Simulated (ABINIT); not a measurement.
# LiCaH3 (R-3c): G0W0 with ABINIT, start to end

How does a plane-wave GW calculation on LiCaH3 (R-3c) run from the first input to the gap?

Calculated with ABINIT 10.8.3; LDA and many-body steps on it, plane waves.

## 1. Set-up

The structure is trigonal, space group R-3c (No. 167). Conventional cell: a = 5.211 Å, b = 5.211 Å, c = 12.427 Å, α = 90.00°, β = 90.00°, γ = 120.00°. Li has 6 H at 1.85 Å nearest. Nearest to Ca lie 9 H at 2.34 to 2.57 Å. H has 2 Li at 1.85 Å and 3 Ca at 2.34 to 2.57 Å and 4 H at 2.57 Å nearest. Farther neighbours, and contacts between anions beyond the nearest, are not listed.

Structure file:

```cif
data_structure
_symmetry_space_group_name_H-M 'R-3c:H'
_symmetry_Int_Tables_number 167
_cell_length_a 5.2111
_cell_length_b 5.2111
_cell_length_c 12.4273
_cell_angle_alpha 90.000
_cell_angle_beta 90.000
_cell_angle_gamma 120.000
_cell_volume 292.26
loop_
_atom_site_label
_atom_site_type_symbol
_atom_site_symmetry_multiplicity
_atom_site_Wyckoff_symbol
_atom_site_fract_x
_atom_site_fract_y
_atom_site_fract_z
_atom_site_occupancy
Li1 Li 6 b 0.00000 0.00000 0.00000 1
Ca1 Ca 6 a 0.33333 0.66667 0.91667 1
H1 H 18 e 0.44843 0.00000 0.25000 1
```

The cell and positions are those that the Materials Project relaxed with its own functionals (PBE, PBE+U or r2SCAN), kept fixed.

## 2. Ground state

This step: ABINIT 10.8.3; DFT, LDA, plane waves, norm-conserving pseudopotentials.

The ground-state density comes first.

run.abi reads:

```
acell 3*1.0 Angstrom
rprim 
  2.605565885003 1.504324165098 4.142435874900
  -2.605565885003 1.504324165098 4.142435874900
  -0.000000000000 -3.008648330196 4.142435874900
ntypat 3
znucl 3 20 1
natom 10
typat 1 1 2 2 3 3 3 3 3 3
xred 
  0.000000000000 0.000000000000 0.000000000000
  0.500000000000 0.500000000000 0.500000000000
  0.250000000000 0.250000000000 0.250000000000
  0.750000000000 0.750000000000 0.750000000000
  0.698431000000 0.801569000000 0.250000000000
  0.250000000000 0.698431000000 0.801569000000
  0.801569000000 0.250000000000 0.698431000000
  0.750000000000 0.301569000000 0.198431000000
  0.198431000000 0.750000000000 0.301569000000
  0.301569000000 0.198431000000 0.750000000000
pp_dirpath "pseudos"
pseudos "Li.upf, Ca.upf, H.upf"
ecut 33
ngkpt 6 6 6
nshiftk 1
shiftk 0 0 0
kptopt 1
chksymbreak 0
nband 25
occopt 1
tolvrs 1e-10
nstep 60
prtwf 0
optforces 0
optstress 0
indata_prefix "in"
outdata_prefix "out"
tmpdata_prefix "tmp"
```

Run with:

```
$ OMP_NUM_THREADS=1 mpirun -n 4 abinit run.abi > log
```

What it wrote:

```text
.Version 10.8.3 of ABINIT. v10.8.2 released Aug 2026.

 Symmetries : space group R-3 c (#167); Bravais hR (rhombohedral)
================================================================================
 Values of the parameters that define the memory need of the present run
     intxc =       0    ionmov =       0      iscf =       7    lmnmax =       6
     lnmax =       6     mgfft =      54  mpssoang =       3    mqgrid =    3001
     natom =      10  nloc_mem =       1    nspden =       1   nspinor =       1
    nsppol =       1      nsym =      12    n1xccc =    2501    ntypat =       3
    occopt =       1   xclevel =       1
-    mband =          25        mffmem =           1         mkmem =           8
       mpw =        5976          nfft =      157464          nkpt =          32
================================================================================
  Rough estimation (10% accuracy) of disk space for files :
================================================================================

--------------------------------------------------------------------------------
------------- Echo of variables that govern the present computation ------------
--------------------------------------------------------------------------------
 -outvars: echo values of preprocessed input variables --------
            acell      1.8897261259E+00  1.8897261259E+00  1.8897261259E+00 Bohr

      chksymbreak           0
             ecut      3.30000000E+01 Hartree
-          fftalg         312

              ixc       -1012
              kpt      0.00000000E+00  0.00000000E+00  0.00000000E+00
                       1.66666667E-01  0.00000000E+00  0.00000000E+00
                       3.33333333E-01  0.00000000E+00  0.00000000E+00
                       5.00000000E-01  0.00000000E+00  0.00000000E+00
                       1.66666667E-01  1.66666667E-01  0.00000000E+00
                       3.33333333E-01  1.66666667E-01  0.00000000E+00
                       5.00000000E-01  1.66666667E-01  0.00000000E+00
                      -3.33333333E-01  1.66666667E-01  0.00000000E+00
                      -1.66666667E-01  1.66666667E-01  0.00000000E+00
   [... 21 further rows ...]
                      -3.33333333E-01  5.00000000E-01  3.33333333E-01
                       5.00000000E-01  5.00000000E-01  5.00000000E-01
         kptrlatt        6    0    0      0    6    0      0    0    6
          kptrlen      5.80494409E+01
P           mkmem           8
            natom          10
            nband          25
            ngfft          54      54      54
             nkpt          32
            nstep          60
             nsym          12
           ntypat           3
              occ      2.000000  2.000000  2.000000  2.000000  2.000000  2.000000
                       2.000000  2.000000  2.000000  2.000000  2.000000  2.000000
                       2.000000  2.000000  2.000000  2.000000  0.000000  0.000000
                       0.000000  0.000000  0.000000  0.000000  0.000000  0.000000
                       0.000000
        optforces           0
        optstress           0
            prtwf           0
            rprim      2.6055658850E+00  1.5043241651E+00  4.1424358749E+00
[...]
spgroup         167

           tolvrs      1.00000000E-10

             xred      0.0000000000E+00  0.0000000000E+00  0.0000000000E+00
[...]
znucl        3.00000   20.00000    1.00000

================================================================================

 chkinp: Checking input parameters for consistency.

================================================================================
== DATASET  1 ==================================================================
-   mpi_nproc: 4, omp_nthreads: 1 (-1 if OMP is not activated)

--- !DatasetInfo
iteration_state: {dtset: 1, }
dimensions: {natom: 10, nkpt: 32, mband: 25, nsppol: 1, nspinor: 1, nspden: 1, mpw: 5976, }
cutoff_energies: {ecut:  33.0, pawecutdg:  -1.0, }
electrons: {nelect:   3.20000000E+01, charge:   0.00000000E+00, occopt:   1.00000000E+00, tsmear:   1.00000000E-02, }

 Real(R)+Recip(G) space primitive vectors, cartesian coordinates (Bohr,Bohr^-1):
 R(1)=  4.9238059  2.8427607  7.8280693  G(1)=  0.1015475  0.0586285  0.0425818
 R(2)= -4.9238059  2.8427607  7.8280693  G(2)= -0.1015475  0.0586285  0.0425818
 R(3)=  0.0000000 -5.6855214  7.8280693  G(3)=  0.0000000 -0.1172569  0.0425818
 Unit cell volume ucvol=  6.5742640E+02 bohr^3
 Angles (23,13,12)=  6.11845567E+01  6.11845567E+01  6.11845567E+01 degrees

 getcut: wavevector=  0.0000  0.0000  0.0000  ngfft=  54  54  54
         ecut(hartree)=     33.000   => boxcut(ratio)=   2.15837

--- Pseudopotential description ------------------------------------------------
- Li Generated using ONCVPSP code by D. R. Hamann
-  3.00000   3.00000  180309                  znucl, zion, pspdat
12 -1012 1 -1 1944                            pspcod,pspxc,lmax,lloc,mmax
     nproj     2     2     0
  pspatm : epsatm=    2.61415252
         --- l  ekb(1:nproj) -->
[...]
pspatm: atomic psp has been read  and splines computed

- Ca Generated using ONCVPSP code by D. R. Hamann
- 20.00000  10.00000  180309                  znucl, zion, pspdat
12 -1012 2 -1 1724                            pspcod,pspxc,lmax,lloc,mmax
     nproj     2     2     2
  pspatm : epsatm=   12.51424511
         --- l  ekb(1:nproj) -->
[...]
pspatm: atomic psp has been read  and splines computed

- H Generated using ONCVPSP code by D. R. Hamann
-  1.00000   1.00000  180309                  znucl, zion, pspdat
12 -1012 1 -1 1180                            pspcod,pspxc,lmax,lloc,mmax
     nproj     2     1     0
  pspatm : epsatm=    0.35439867
         --- l  ekb(1:nproj) -->
[...]
1   -0.275071
 pspatm: atomic psp has been read  and splines computed

   1.03626199E+03                                ecore*ucvol(ha*bohr**3)
--------------------------------------------------------------------------------

_setup2: Arith. and geom. avg. npw (full set) are    5952.310    5952.298

================================================================================

--- !BeginCycle
iteration_state: {dtset: 1, }
solver: {iscf: 7, nstep: 60, nline: 4, wfoptalg: 0, }
tolerances: {tolvrs: 1.00E-10, }

     iter   Etot(hartree)      deltaE(h)  residm     vres2
 ETOT  1  -95.147395    -9.515E+01 6.100E-02 3.937E+02
 ETOT  2  -95.229559    -8.216E-02 2.386E-02 7.762E+00
 ETOT  3  -95.230904    -1.346E-03 1.521E-02 1.013E+00
 ETOT  4  -95.230984    -7.950E-05 4.155E-03 2.458E-02
 ETOT  5  -95.230986    -2.490E-06 1.474E-03 4.538E-04
 ETOT  6  -95.230986    -4.072E-08 1.292E-03 1.845E-06
 ETOT  7  -95.230986    -2.649E-10 1.106E-03 6.058E-08
 ETOT  8  -95.230986    -8.953E-12 1.095E-03 1.592E-09
 ETOT  9  -95.230986     1.279E-13 1.619E-03 3.736E-11

 At SCF step    9       vres2   =  3.74E-11 < tolvrs=  1.00E-10 =>converged.

--- !ResultsGS
iteration_state: {dtset: 1, }
comment   : Summary of ground state results
lattice_vectors:
- [  4.9238059,   2.8427607,   7.8280693, ]
- [ -4.9238059,   2.8427607,   7.8280693, ]
- [ -0.0000000,  -5.6855214,   7.8280693, ]
lattice_lengths: [   9.67491,    9.67491,    9.67491, ]
lattice_angles: [ 61.185,  61.185,  61.185, ] # degrees, (23, 13, 12)
lattice_volume:   6.5742640E+02
convergence: {deltae:  1.279E-13, res2:  3.736E-11, residm:  1.619E-03, diffor:  0.000E+00, }
etotal    :  -9.52309864E+01
entropy   :   0.00000000E+00
fermie    :   1.10810301E-01
cartesian_stress_tensor: null
pressure_GPa: null
xred      :
- [  0.0000E+00,   0.0000E+00,   0.0000E+00, Li]
- [  5.0000E-01,   5.0000E-01,   5.0000E-01, Li]
- [  2.5000E-01,   2.5000E-01,   2.5000E-01, Ca]
- [  7.5000E-01,   7.5000E-01,   7.5000E-01, Ca]
- [  6.9843E-01,   8.0157E-01,   2.5000E-01,  H]
- [  2.5000E-01,   6.9843E-01,   8.0157E-01,  H]
- [  8.0157E-01,   2.5000E-01,   6.9843E-01,  H]
- [  7.5000E-01,   3.0157E-01,   1.9843E-01,  H]
- [  1.9843E-01,   7.5000E-01,   3.0157E-01,  H]
- [  3.0157E-01,   1.9843E-01,   7.5000E-01,  H]
cartesian_forces: null
force_length_stats: {min: null, max: null, mean: null, }

 Integrated electronic density in atomic spheres:
 ------------------------------------------------
 Atom  Sphere_radius  Integrated_density
[...]
================================================================================

 ----iterations are completed or convergence reached----

 Mean square residual over all n,k,spin=   90.536E-07; max=  16.192E-04
 reduced coordinates (array xred) for   10 atoms
[...]
0.250000      0.698431      0.801569
       0.801569      0.250000      0.698431
       0.750000      0.301569      0.198431
       0.198431      0.750000      0.301569
       0.301569      0.198431      0.750000
 rms dE/dt=  0.0000E+00; max dE/dt=  0.0000E+00; dE/dt below (all hartree)
    1       0.000000      0.000000      0.000000
    2       0.000000      0.000000      0.000000
    3       0.000000      0.000000      0.000000
    4       0.000000      0.000000      0.000000
    5       0.000000      0.000000      0.000000
    6       0.000000      0.000000      0.000000
    7       0.000000      0.000000      0.000000
    8       0.000000      0.000000      0.000000
    9       0.000000      0.000000      0.000000
   10       0.000000      0.000000      0.000000

 cartesian coordinates (angstrom) at end:
[...]
6     -1.168417    -0.984892     7.249263
    7      1.437149    -0.519433     7.249263
    8      1.168417     0.984892     5.178045
    9     -1.437149     0.519433     5.178045
   10      0.268733    -1.504324     5.178045
 length scales=  1.889726  1.889726  1.889726 bohr
              =  1.000000  1.000000  1.000000 angstroms
 prteigrs : about to open file out_EIG
 Fermi (or HOMO) energy (hartree) =   0.11081   Average Vxc (hartree)=  -0.35096
 Eigenvalues (hartree) for nkpt=  32  k points:
 kpt#   1, nband= 25, wtk=  0.00463, kpt=  0.0000  0.0000  0.0000 (reduced coord)
  -1.47658   -1.47640   -1.34685   -1.34546   -0.66008   -0.66002   -0.66002   -0.65573
  -0.65525   -0.65525   -0.11952    0.00100    0.00100    0.01010    0.07951    0.07951
   0.26403    0.26403    0.29574    0.30507    0.30507    0.31451    0.31540    0.31720
   0.32576
 prteigrs : prtvol=0 or 1, do not print more k-points.

--- !EnergyTerms
iteration_state     : {dtset: 1, }
comment             : Components of total free energy in Hartree
kinetic             :  4.011697E+01
hartree             :  1.996051E+01
xc                  : -1.985902E+01
Ewald energy        : -5.873000E+01
psp_core            :  1.576240E+00
local_psp           : -7.504550E+01
non_local_psp       : -3.250188E+00
total_energy        : -9.523099E+01
total_energy_eV     : -2.591367E+03
band_energy         : -1.907770E+01

== END DATASET(S) ==============================================================
================================================================================

 -outvars: echo values of variables after computation  --------
           etotal     -9.5230986399E+01
            nband          25
             nkpt          32
          spgroup         167
 [... the other variables as echoed above ...]

 Calculation completed.
```

The job ended after 48 s (4 MPI ranks of Arm Neoverse V2, shared host; peak memory 0.46 GiB; 3.2 min of CPU time).

This step gave:

| Property | Result |
| --- | --- |
| total energy | -2591.3672 eV |
| gap | 2.278 eV |
| k of the valence top | 0.5, 0.5, 0 |
| k of the conduction bottom | -0.3333, -0.3333, 0.1667 |
| least direct gap | 2.318 eV |

The gap is indirect, with the least direct gap 0.04 eV higher.

[end of part 1 of 3]

[Long decimals in the printed logs are rounded to 6 places.]

[Logs are printed without paths, hosts, clocks, repeated set-up lines and the standing remarks that a program may print on its own settings, such as how far it seeks lower states.]

[Paths, hosts, dates, memory and timing lines, banners, echoed tables and standing remarks are left out of the program output; an Ansatz launch command may be rebuilt from the run's recorded settings. Measured values are a selection of at most five: reports struck by readers or far from the other reports are left out. None is set beside runs whose start may be inverted or whose files or cutoffs have a known fault.]

[Runs of the session that timed out or met a known fault of the program may be left out.]

[Hosts, paths, dates, database ids (printed as entryN), source tags and the programs' standing remarks are cut or masked in the printed files.]

[G0W0 gaps are taken among the corrected bands and points alone; a level outside them can change the order at an edge.]

[Where Ansatz stands beside ABINIT at settings called matched, ABINIT's density can come from a denser mesh and the files from another edition; pairs whose starting gaps differed by over 0.03 eV were left out, so agreement reads better than it is.]
